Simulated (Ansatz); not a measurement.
# Preparing ThS2 (Pnma) as a host crystal

Aim: the runs on the perfect crystal ThS2 (Pnma) that a defect calculation needs first.

Calculated with Ansatz 0.2.0; plane-wave PAW DFT, r2SCAN; relaxation of the defect-free supercell from random displacements, a test of the host's stability.

## Step 1: The starting structure

The cell holds 48 atoms: 16 Th and 32 S. Cell: a = 14.578 Å, b = 11.289 Å, c = 8.646 Å, α = 90.0°, β = 90.0°, γ = 49.8°.

## Step 2: Defect free supercell relaxed from displaced atoms

The input displaces the atoms at random before the relaxation, so that it can leave a symmetric saddle if there is one.

pristine.rattled/input.yaml reads:

```yaml
crystal:
  lattice:
    - [14.5775331641, 0.0, 0.0]
    - [7.2887665821, 8.6202100666, 0.0]
    - [0.0, 0.0, 8.6459687764]
  atoms:
    - { symbol: Th, position: [0.1875534898, 0.375, 0.3836062397] }
    - { symbol: Th, position: [0.4375534898, 0.875, 0.3836062397] }
    - { symbol: Th, position: [0.0624465102, 0.125, 0.6163937603] }
    - { symbol: Th, position: [0.3124465102, 0.625, 0.6163937603] }
    - { symbol: Th, position: [0.1875534898, 0.875, 0.1163937603] }
    - { symbol: Th, position: [0.4375534898, 0.375, 0.1163937603] }
    - { symbol: Th, position: [0.0624465102, 0.625, 0.8836062397] }
    - { symbol: Th, position: [0.3124465102, 0.125, 0.8836062397] }
    - { symbol: S, position: [0.1322297794, 0.875, 0.4288029521] }
    - { symbol: S, position: [0.3822297794, 0.375, 0.4288029521] }
    - { symbol: S, position: [0.1177702206, 0.625, 0.5711970479] }
    - { symbol: S, position: [0.3677702206, 0.125, 0.5711970479] }
    - { symbol: S, position: [0.1322297794, 0.375, 0.0711970479] }
    - { symbol: S, position: [0.3822297794, 0.875, 0.0711970479] }
    - { symbol: S, position: [0.1177702206, 0.125, 0.9288029521] }
    - { symbol: S, position: [0.3677702206, 0.625, 0.9288029521] }
    - { symbol: S, position: [0.0761588712, 0.875, 0.8352840092] }
    - { symbol: S, position: [0.3261588712, 0.375, 0.8352840092] }
    - { symbol: S, position: [0.1738411288, 0.625, 0.1647159908] }
    - { symbol: S, position: [0.4238411288, 0.125, 0.1647159908] }
    - { symbol: S, position: [0.0761588712, 0.375, 0.6647159908] }
    - { symbol: S, position: [0.3261588712, 0.875, 0.6647159908] }
    - { symbol: S, position: [0.1738411288, 0.125, 0.3352840092] }
    - { symbol: S, position: [0.4238411288, 0.625, 0.3352840092] }
    - { symbol: Th, position: [0.6875534898, 0.375, 0.3836062397] }
    - { symbol: Th, position: [0.9375534898, 0.875, 0.3836062397] }
    - { symbol: Th, position: [0.5624465102, 0.125, 0.6163937603] }
    - { symbol: Th, position: [0.8124465102, 0.625, 0.6163937603] }
    - { symbol: Th, position: [0.6875534898, 0.875, 0.1163937603] }
    - { symbol: Th, position: [0.9375534898, 0.375, 0.1163937603] }
    - { symbol: Th, position: [0.5624465102, 0.625, 0.8836062397] }
    - { symbol: Th, position: [0.8124465102, 0.125, 0.8836062397] }
    - { symbol: S, position: [0.6322297794, 0.875, 0.4288029521] }
    - { symbol: S, position: [0.8822297794, 0.375, 0.4288029521] }
    - { symbol: S, position: [0.6177702206, 0.625, 0.5711970479] }
    - { symbol: S, position: [0.8677702206, 0.125, 0.5711970479] }
    - { symbol: S, position: [0.6322297794, 0.375, 0.0711970479] }
    - { symbol: S, position: [0.8822297794, 0.875, 0.0711970479] }
    - { symbol: S, position: [0.6177702206, 0.125, 0.9288029521] }
    - { symbol: S, position: [0.8677702206, 0.625, 0.9288029521] }
    - { symbol: S, position: [0.5761588712, 0.875, 0.8352840092] }
    - { symbol: S, position: [0.8261588712, 0.375, 0.8352840092] }
    - { symbol: S, position: [0.6738411288, 0.625, 0.1647159908] }
    - { symbol: S, position: [0.9238411288, 0.125, 0.1647159908] }
    - { symbol: S, position: [0.5761588712, 0.375, 0.6647159908] }
    - { symbol: S, position: [0.8261588712, 0.875, 0.6647159908] }
    - { symbol: S, position: [0.6738411288, 0.125, 0.3352840092] }
    - { symbol: S, position: [0.9238411288, 0.625, 0.3352840092] }
basis:
  ecutwfc: 500
  xc_grid: 2
hamiltonian:
  xc: r2scan
kpoints:
  mp_grid: { grid: [1, 1, 1], shift: [0.25, 0.25, 0.25] }
scf:
  occupations: { method: fermi_dirac, width: 0.01 }
  max_iter: 80
output:
  forces: true
relax:
  f_tol: 0.01
  max_steps: 120
  random_displacement: { amplitude: 0.08, seed: 9861 }
checkpoint:
  write: "../pristine.rattled.run"
  compress: false
  write_wavefunctions: false
  write_every: 100000
```

Launch:

```console
$ ansatz run input.yaml --threads 4 --pin off --max-ram 7536MiB --backend cpu --events-out ev --progress --plain --runs-dir out
```

Numbers of over 12 decimals in the logs are rounded to 6 here.

The program printed:

```text
[... repeated set-up lines and file paths are left out, and long positions are rounded to six places ...]
Engine: ansatz 0.2.0, aarch64-unknown-linux-gnu
Pseudopotentials: kind: paw
Pseudopotential: Th, paw, valence charge 12, recommended cutoff 500 eV (meta_gga), Th.paw.azcp
Pseudopotential: S, paw, valence charge 6, recommended cutoff 500 eV (meta_gga), S.paw.azcp
Functional definition: r2SCAN
  parameter k0 = 0.174
  parameter k1 = 0.065
  parameter a1 = 4.9479
  exchange = r2scan_x(k0 = k0, k1 = k1, a1 = a1)
  correlation = r2scan_c
Crystal: 48 atoms, lattice volume = 1086.465 Å³
Basis set: ecut = 500 eV, 27607 PW (Γ), exchange–correlation on 216×180×128 points (8 copies of the dense FFT grid, shifted against one another)
Bands: 240, of which v1, the nominal top of the filled ones, is band 192 counted from 1 (191 counted from 0)
Symmetry: 1 space group operations
k-points: 1
Non-local potential: Th, projectors of the file, l = 0: 3, l = 1: 2, l = 2: 2, l = 3: 3
Non-local potential: S, projectors of the file, l = 0: 2, l = 1: 2, l = 2: 2
PAW form: soft (Blöchl's): semilocal exchange-correlation on the pseudo side does not see the compensation charge
PAW frozen core: Th, regenerated for the run's functional (the file was generated under x = pbe(κ = 0.804, μ = 0.219515), c = pbe(β = 0.066725))
PAW frozen core: S, regenerated for the run's functional (the file was generated under x = pbe(κ = 0.804, μ = 0.219515), c = pbe(β = 0.066725))
PAW one-centre angular grid: Th, 974 points (default); XC on 160 Gauss nodes
PAW one-centre angular grid: S, 302 points (default); XC on 160 Gauss nodes
Initial density: superposition of atomic densities (neutral atoms: chi_scale 0, normalization atom), corrected by the library's trained network
Initial wavefunctions: pseudopotential atomic-orbital guess
Functional: x = r2scan, c = r2scan; τ floored in thin density (d = 2e-4 eV/Å³)
SCF iter   1: F=—  HF=-241006.963387 eV  |F-HF|=—  |Δ(HF+E_count)|=         —  Δρ=1.06e-2  dr2=1.99e0  dr2_τ=4.12e-1  ethr=1.77e-3  ⟨swp⟩=8.0  Hψ=1045  notcnv=0  defer=20
preconditioner: auto → Resta (q_TF=auto, 2.294 Å⁻¹)  ε∞=4.4  [insulator: Δε(μ)=2.005 eV  Ē_g=11.419 eV  σ=0.010 eV  W_gap=1.00  n_scr=212 (ndim 8)  ℏωp=21.1 eV  f_vac=0.000  D(μ)=0.00/eV (n_scr^D=0)  ε∞_Penn≈4.4]
SCF iter   2: F=—  HF=-241007.930321 eV  |F-HF|=—  |Δ(HF+E_count)|=   9.67e-1  Δρ=5.01e-3  dr2=2.21e-1  dr2_τ=3.21e-2  ethr=5.18e-4  ⟨swp⟩=4.0  Hψ=464  notcnv=0  defer=44
SCF iter   3: F=—  HF=-241007.988929 eV  |F-HF|=—  |Δ(HF+E_count)|=   5.86e-2  Δρ=1.86e-3  dr2=1.69e-2  dr2_τ=9.45e-4  ethr=5.74e-5  ⟨swp⟩=6.0  Hψ=401  notcnv=0  defer=26
automatic band count: iteration 3 solves 222 bands in place of 240: the levels show a gap, and the empty bands left out lie too high to hold charge; the band table lists the bands solved (type scf.n_extra_bands for more)
SCF iter   4: F=—  HF=-241008.002923 eV  |F-HF|=—  |Δ(HF+E_count)|=   1.40e-2  Δρ=2.88e-4  dr2=1.39e-3  dr2_τ=7.40e-5  ethr=4.40e-6  ⟨swp⟩=4.0  Hψ=386  notcnv=0  defer=26
SCF iter   5: F=—  HF=-241008.002841 eV  |F-HF|=—  |Δ(HF+E_count)|=   8.23e-5  Δρ=7.27e-5  dr2=7.41e-5  dr2_τ=3.65e-6  ethr=3.63e-7  ⟨swp⟩=2.0  Hψ=322  notcnv=0  defer=26
SCF iter   6: F=—  HF=-241008.002881 eV  |F-HF|=—  |Δ(HF+E_count)|=   4.02e-5  Δρ=2.44e-5  dr2=1.69e-5  dr2_τ=9.53e-7  ethr=1.93e-8  ⟨swp⟩=2.0  Hψ=372  notcnv=0  defer=26
SCF iter   7: F=-241008.002879 eV  HF=-241008.002879 eV  |F-HF|=2.33e-10  |Δ(HF+E_count)|=   1.73e-6  Δρ=7.57e-6  dr2=6.81e-7  dr2_τ=2.27e-8  ethr=6.51e-10  ⟨swp⟩=3.0  Hψ=902  notcnv=0
SCF 1 converged in 7 iterations: F = -241008.002879 eV  dr2 = 6.81e-7
  greatest PAW one-centre occupation: 0.973 electrons in one spin orbital (limit 2), on the Th atom at site 0 (counted from 0), in its partial waves of l = 0
relax step   1: F+E_penalty+E_count = -241008.00287906 eV  Δ(F+E_penalty+E_count) = +0.000e0 eV  max|allowed force component| = 1.234e0 eV/Å  Δτ_max = 0.0000 Å  (7 SCF iters, dr2 threshold 2.50e-6 eV, accepted)
[... the SCF cycles and remarks between the steps are left out from here to the last step ...]
relax step   2: F+E_penalty+E_count = -241008.53911822 eV  Δ(F+E_penalty+E_count) = -5.362e-1 eV  max|allowed force component| = 1.211e0 eV/Å  Δτ_max = 0.1949 Å  (6 SCF iters, dr2 threshold 9.51e-5 eV, accepted)
relax step   3: F+E_penalty+E_count = -241009.18213809 eV  Δ(F+E_penalty+E_count) = -6.430e-1 eV  max|allowed force component| = 5.508e-2 eV/Å  Δτ_max = 0.1086 Å  (6 SCF iters, dr2 threshold 9.17e-5 eV, accepted)
relax step   4: F+E_penalty+E_count = -241009.18213913 eV  Δ(F+E_penalty+E_count) = -1.044e-6 eV  max|allowed force component| = 5.504e-2 eV/Å  Δτ_max = 0.0000 Å  (3 SCF iters, accepted)
relax step   5: F+E_penalty+E_count = -241009.17061848 eV  Δ(F+E_penalty+E_count) = +1.152e-2 eV  max|allowed force component| = 1.280e-1 eV/Å  Δτ_max = 0.0346 Å  (6 SCF iters, dr2 threshold 1.89e-7 eV, rejected (line search))
relax step   6: F+E_penalty+E_count = -241009.18535105 eV  Δ(F+E_penalty+E_count) = -3.212e-3 eV  max|allowed force component| = 1.506e-2 eV/Å  Δτ_max = 0.0114 Å  (6 SCF iters, accepted)
relax step   7: F+E_penalty+E_count = -241009.18214680 eV  Δ(F+E_penalty+E_count) = +3.204e-3 eV  max|allowed force component| = 4.868e-2 eV/Å  Δτ_max = 0.0177 Å  (6 SCF iters, rejected (line search))
SCF iter   1: F=—  HF=-241009.171462 eV  |F-HF|=—  |Δ(HF+E_count)|=         —  Δρ=6.69e-4  dr2=5.48e-3  dr2_τ=1.09e-2  ethr=1.44e-5  ⟨swp⟩=6.0  Hψ=474  notcnv=0  defer=24
automatic band count: iteration 1 solves 222 bands in place of 240: the levels show a gap, and the empty bands left out lie too high to hold charge; the band table lists the bands solved (type scf.n_extra_bands for more)
SCF iter   2: F=—  HF=-241009.185985 eV  |F-HF|=—  |Δ(HF+E_count)|=   1.45e-2  Δρ=3.22e-4  dr2=9.19e-4  dr2_τ=3.97e-5  ethr=1.43e-6  ⟨swp⟩=2.0  Hψ=454  notcnv=0  defer=24
SCF iter   3: F=—  HF=-241009.185907 eV  |F-HF|=—  |Δ(HF+E_count)|=   7.87e-5  Δρ=7.69e-5  dr2=4.67e-5  dr2_τ=2.69e-6  ethr=2.39e-7  ⟨swp⟩=2.0  Hψ=294  notcnv=0  defer=24
SCF iter   4: F=—  HF=-241009.185822 eV  |F-HF|=—  |Δ(HF+E_count)|=   8.46e-5  Δρ=1.64e-5  dr2=2.83e-6  dr2_τ=1.51e-7  ethr=1.22e-8  ⟨swp⟩=2.0  Hψ=344  notcnv=0  defer=24
SCF iter   5: F=—  HF=-241009.185824 eV  |F-HF|=—  |Δ(HF+E_count)|=   1.80e-6  Δρ=3.89e-6  dr2=2.71e-7  dr2_τ=2.56e-8  ethr=7.37e-10  ⟨swp⟩=2.0  Hψ=374  notcnv=0  defer=24
SCF iter   6: F=-241009.185824 eV  HF=-241009.185824 eV  |F-HF|=7.28e-10  |Δ(HF+E_count)|=   2.75e-8  Δρ=1.22e-6  dr2=1.99e-8  dr2_τ=1.26e-9  ethr=2.60e-11  ⟨swp⟩=4.0  Hψ=802  notcnv=0
SCF 8 converged in 6 iterations: F = -241009.185824 eV  dr2 = 1.99e-8
relax step   8: F+E_penalty+E_count = -241009.18582381 eV  Δ(F+E_penalty+E_count) = -4.728e-4 eV  max|allowed force component| = 4.700e-3 eV/Å  Δτ_max = 0.0059 Å  (6 SCF iters, accepted)
iter 1 solved again at ethr=5.19e-12 eV; its pass at ethr=3.10e-3 eV (dr2=1.99e-8 eV) is discarded
SCF iter   1: F=—  HF=-241009.185824 eV  |F-HF|=—  |Δ(HF+E_count)|=         —  Δρ=1.22e-6  dr2=1.99e-8  dr2_τ=1.26e-9  ethr=5.19e-12  ⟨swp⟩=1.0  Hψ=762  notcnv=0  defer=42
SCF iter   2: F=-241009.185824 eV  HF=-241009.185824 eV  |F-HF|=3.55e-9  |Δ(HF+E_count)|=   4.39e-9  Δρ=7.03e-7  dr2=4.05e-9  dr2_τ=2.14e-10  ethr=5.18e-12  ⟨swp⟩=3.0  Hψ=532  notcnv=0
SCF 9 converged in 2 iterations: F = -241009.185824 eV  dr2 = 4.05e-9
SCF converged after 2 iterations
Free energy (F): -241009.185824 eV
Harris-Foulkes:  -241009.185824 eV  (|F-HF|=3.55e-9)
Internal energy: -241009.185824 eV  (E = F + TS)
E sigma→0 (E₀):  -241009.185824 eV
Fermi energy:    11.341735 eV
--- Per-component energies (eV) ---
  E_band       = -167.799953
  E_kinetic    = 7058.159208
  E_local      = -8358.530818  (includes V_loc(G=0)·N_el)
  E_nonlocal   = 3399.571589
  E_hartree    = 2235.584643
  E_xc         = -8937.925322
  E_vxc        = -6185.953463  (∫ρ·V_xc dr)
  E_paw        = -212704.693331  (= ΣΔE_a)
  E_vpaw       = -844.338189  (= ΣTr[D̂ρ^β])
  E_aug_tail   = 0.000029  (compensation charges beyond the density's cutoff)
  E_vtau       = 292.122374  (kinetic-family band-sum trace: ∫τ·v_τ [+ j·A + Jᵃ·Aᵃ] dr)
  E_ewald      = -23700.204073
  E_core_change = -1.147748  (= ΣΔE_core)
  E_smearing   = -0.000000  (= −TS)
  E_closure    = -0.000000  (closes the sum)
  Σ components = -241009.185824   (vs F -241009.185824, Δ=0.00e0)
--- Forces (eV/Å), atoms counted from 1 ---
  atom   1  Th     0.00113433    -0.00295581    -0.00377387
  atom   2  Th     0.00193402     0.00150657    -0.00323781
  atom   3  Th     0.00090750    -0.00372338    -0.00012384
  atom   4  Th    -0.00051814     0.00081348     0.00119206
  atom   5  Th    -0.00259257    -0.00004253     0.00012693
  atom   6  Th    -0.00112736     0.00336776     0.00116590
  atom   7  Th     0.00070896    -0.00444985     0.00109385
  atom   8  Th     0.00392545     0.00211789     0.00264614
  atom   9  S      0.00252371    -0.00027333     0.00054729
  atom  10  S      0.00188998    -0.00053309    -0.00136566
  atom  11  S     -0.00110029     0.00197069     0.00143141
  atom  12  S     -0.00148548    -0.00016313     0.00045502
  atom  13  S     -0.00058353     0.00034754     0.00187332
  atom  14  S     -0.00168157    -0.00102596    -0.00009158
  atom  15  S     -0.00061579     0.00071078     0.00044111
  atom  16  S     -0.00047925     0.00036874    -0.00059937
  atom  17  S     -0.00271208    -0.00012875    -0.00071424
  atom  18  S      0.00047814     0.00069620    -0.00201217
  atom  19  S      0.00070713    -0.00042213     0.00013027
  atom  20  S     -0.00002711    -0.00053351     0.00255104
  atom  21  S      0.00012237     0.00201888    -0.00053843
  atom  22  S      0.00026433    -0.00263697    -0.00142799
  atom  23  S     -0.00187599     0.00206761     0.00069265
  atom  24  S      0.00112350    -0.00240986     0.00075098
  atom  25  Th    -0.00086940     0.00213887    -0.00238267
  atom  26  Th     0.00231967    -0.00232441    -0.00217859
  atom  27  Th    -0.00370834     0.00060875     0.00251511
  atom  28  Th    -0.00138603     0.00011955     0.00336876
  atom  29  Th     0.00083615    -0.00175469     0.00102059
  atom  30  Th     0.00181811     0.00014403    -0.00081435
  atom  31  Th     0.00271559     0.00026782     0.00265872
  atom  32  Th    -0.00013336     0.00276281    -0.00266400
  atom  33  S      0.00219772    -0.00133616    -0.00133935
  atom  34  S      0.00036715    -0.00098495    -0.00003100
  atom  35  S     -0.00138864     0.00078180     0.00109620
  atom  36  S     -0.00077614     0.00127966     0.00057090
  atom  37  S      0.00097050    -0.00227079    -0.00063728
  atom  38  S      0.00076026     0.00188456     0.00075919
  atom  39  S      0.00073618    -0.00081025    -0.00104102
  atom  40  S     -0.00090423     0.00090980    -0.00153603
  atom  41  S     -0.00073965     0.00059055    -0.00182145
  atom  42  S     -0.00228906     0.00000015     0.00004140
  atom  43  S     -0.00132511    -0.00050804     0.00183870
  atom  44  S      0.00037105     0.00243490     0.00037800
  atom  45  S      0.00023030    -0.00469253     0.00053131
  atom  46  S      0.00200896     0.00156132     0.00067733
  atom  47  S     -0.00198560    -0.00019582    -0.00246981
  atom  48  S     -0.00164728     0.00322698     0.00047874
  max |Σ_I F_I| component: 9.01e-4 eV/Å
--- Relaxed structure (8 steps of the walk, 6 accepted, 0 SCFs on fresh bases) ---
  F+E_penalty+E_count = -241009.18582381 eV   max|allowed force component| = 4.700e-3 eV/Å
  atoms:
    - { symbol: Th, position: [0.188448, 0.373278, 0.384759] }
    - { symbol: Th, position: [0.438451, 0.873278, 0.384835] }
    - { symbol: Th, position: [0.060690, 0.128304, 0.614999] }
    - { symbol: Th, position: [0.310748, 0.628282, 0.614913] }
    - { symbol: Th, position: [0.188253, 0.874324, 0.115793] }
    - { symbol: Th, position: [0.438091, 0.374343, 0.115505] }
    - { symbol: Th, position: [0.061188, 0.627107, 0.884126] }
    - { symbol: Th, position: [0.311119, 0.127039, 0.883858] }
    - { symbol: S, position: [0.131153, 0.877187, 0.426748] }
    - { symbol: S, position: [0.381253, 0.377169, 0.426589] }
    - { symbol: S, position: [0.117993, 0.624337, 0.573059] }
    - { symbol: S, position: [0.368090, 0.124399, 0.572933] }
    - { symbol: S, position: [0.131862, 0.376425, 0.072893] }
    - { symbol: S, position: [0.381910, 0.876510, 0.072932] }
    - { symbol: S, position: [0.117487, 0.124877, 0.926790] }
    - { symbol: S, position: [0.367447, 0.624998, 0.926741] }
    - { symbol: S, position: [0.075445, 0.874970, 0.836109] }
    - { symbol: S, position: [0.325396, 0.374994, 0.835972] }
    - { symbol: S, position: [0.173836, 0.626533, 0.163724] }
    - { symbol: S, position: [0.423890, 0.126534, 0.163469] }
    - { symbol: S, position: [0.074539, 0.376225, 0.664014] }
    - { symbol: S, position: [0.324395, 0.876595, 0.664109] }
    - { symbol: S, position: [0.174937, 0.124877, 0.335693] }
    - { symbol: S, position: [0.424679, 0.625313, 0.335657] }
    - { symbol: Th, position: [0.688468, 0.373249, 0.384818] }
    - { symbol: Th, position: [0.938416, 0.873270, 0.384811] }
    - { symbol: Th, position: [0.560871, 0.128269, 0.614791] }
    - { symbol: Th, position: [0.810856, 0.628230, 0.614783] }
    - { symbol: Th, position: [0.687990, 0.874390, 0.115360] }
    - { symbol: Th, position: [0.938121, 0.374370, 0.115580] }
    - { symbol: Th, position: [0.561141, 0.627064, 0.883935] }
    - { symbol: Th, position: [0.811291, 0.127010, 0.884349] }
    - { symbol: S, position: [0.631291, 0.877152, 0.426503] }
    - { symbol: S, position: [0.881270, 0.377083, 0.426609] }
    - { symbol: S, position: [0.618069, 0.624358, 0.572957] }
    - { symbol: S, position: [0.867915, 0.124357, 0.573182] }
    - { symbol: S, position: [0.631752, 0.376603, 0.073009] }
    - { symbol: S, position: [0.881763, 0.876423, 0.073017] }
    - { symbol: S, position: [0.617503, 0.125010, 0.926614] }
    - { symbol: S, position: [0.867530, 0.624884, 0.926640] }
    - { symbol: S, position: [0.575451, 0.874928, 0.835848] }
    - { symbol: S, position: [0.825505, 0.374855, 0.835973] }
    - { symbol: S, position: [0.673939, 0.626455, 0.163523] }
    - { symbol: S, position: [0.923893, 0.126390, 0.163809] }
    - { symbol: S, position: [0.574219, 0.376827, 0.663966] }
    - { symbol: S, position: [0.824423, 0.876331, 0.663951] }
    - { symbol: S, position: [0.674874, 0.125138, 0.335725] }
    - { symbol: S, position: [0.925021, 0.624777, 0.335646] }
```

It took 4.7 min on 4 threads of Arm Neoverse N1, shared host; peak memory 2.4 GiB.

Step by step:

| step | energy less that of the first step (eV) | largest force component (eV/Å) |
| --- | --- | --- |
| 1 | 0.0000 | 1.2338 |
| 2 | -0.5362 | 1.2113 |
| 3 | -1.1793 | 0.0551 |
| 4 | -1.1793 | 0.0550 |
| 5 | -1.1677 | 0.1280 |
| 6 | -1.1825 | 0.0151 |
| 7 | -1.1793 | 0.0487 |
| 8 | -1.1829 | 0.0047 |

Relaxation steps 5, 7 were tried and not accepted.

The atoms that moved most (Å, from the sites as typed, ahead of the random displacement, the mean shift of all atoms taken out):

| atom | dx | dy | dz | length |
| --- | --- | --- | --- | --- |
| Th27 | 0.001 | 0.022 | -0.012 | 0.025 |
| Th28 | 0.000 | 0.021 | -0.012 | 0.025 |
| Th4 | -0.001 | 0.022 | -0.011 | 0.025 |
| Th3 | -0.002 | 0.022 | -0.011 | 0.025 |
| Th25 | 0.000 | -0.021 | 0.012 | 0.025 |
| Th2 | 0.000 | -0.021 | 0.012 | 0.024 |
| Th26 | 0.000 | -0.021 | 0.012 | 0.024 |
| Th1 | 0.000 | -0.021 | 0.011 | 0.024 |

The relaxation ends 25 meV an atom lower than the displaced start, with a largest force component of 0.0047 eV/Å.

## Step 3: Summary of results

| Item | Value |
| --- | --- |
| symmetric supercell less the displaced and relaxed one | 0.000 eV |

What this shows: The energy fell by 1.183 eV from the randomly displaced start; against the sites as typed, Th27 ends farthest off, by 0.03 Å, once the mean shift is taken out. The displaced cell ends within 0.01 eV of the symmetric one, so no lower structure shows in this supercell. All at zero temperature.

[Logs are printed without paths, hosts, clocks, repeated set-up lines and the standing remarks that a program may print on its own settings, such as how far it seeks lower states.]

[Hosts, paths, dates, database ids (printed as entryN), source tags and the programs' standing remarks are cut or masked in the printed files.]

[Runs of the host that timed out are not shown.]

[For some hosts the program warned that the k-mesh of the response run may be too coarse for force constants and the static dielectric constant; such warnings are not always shown.]
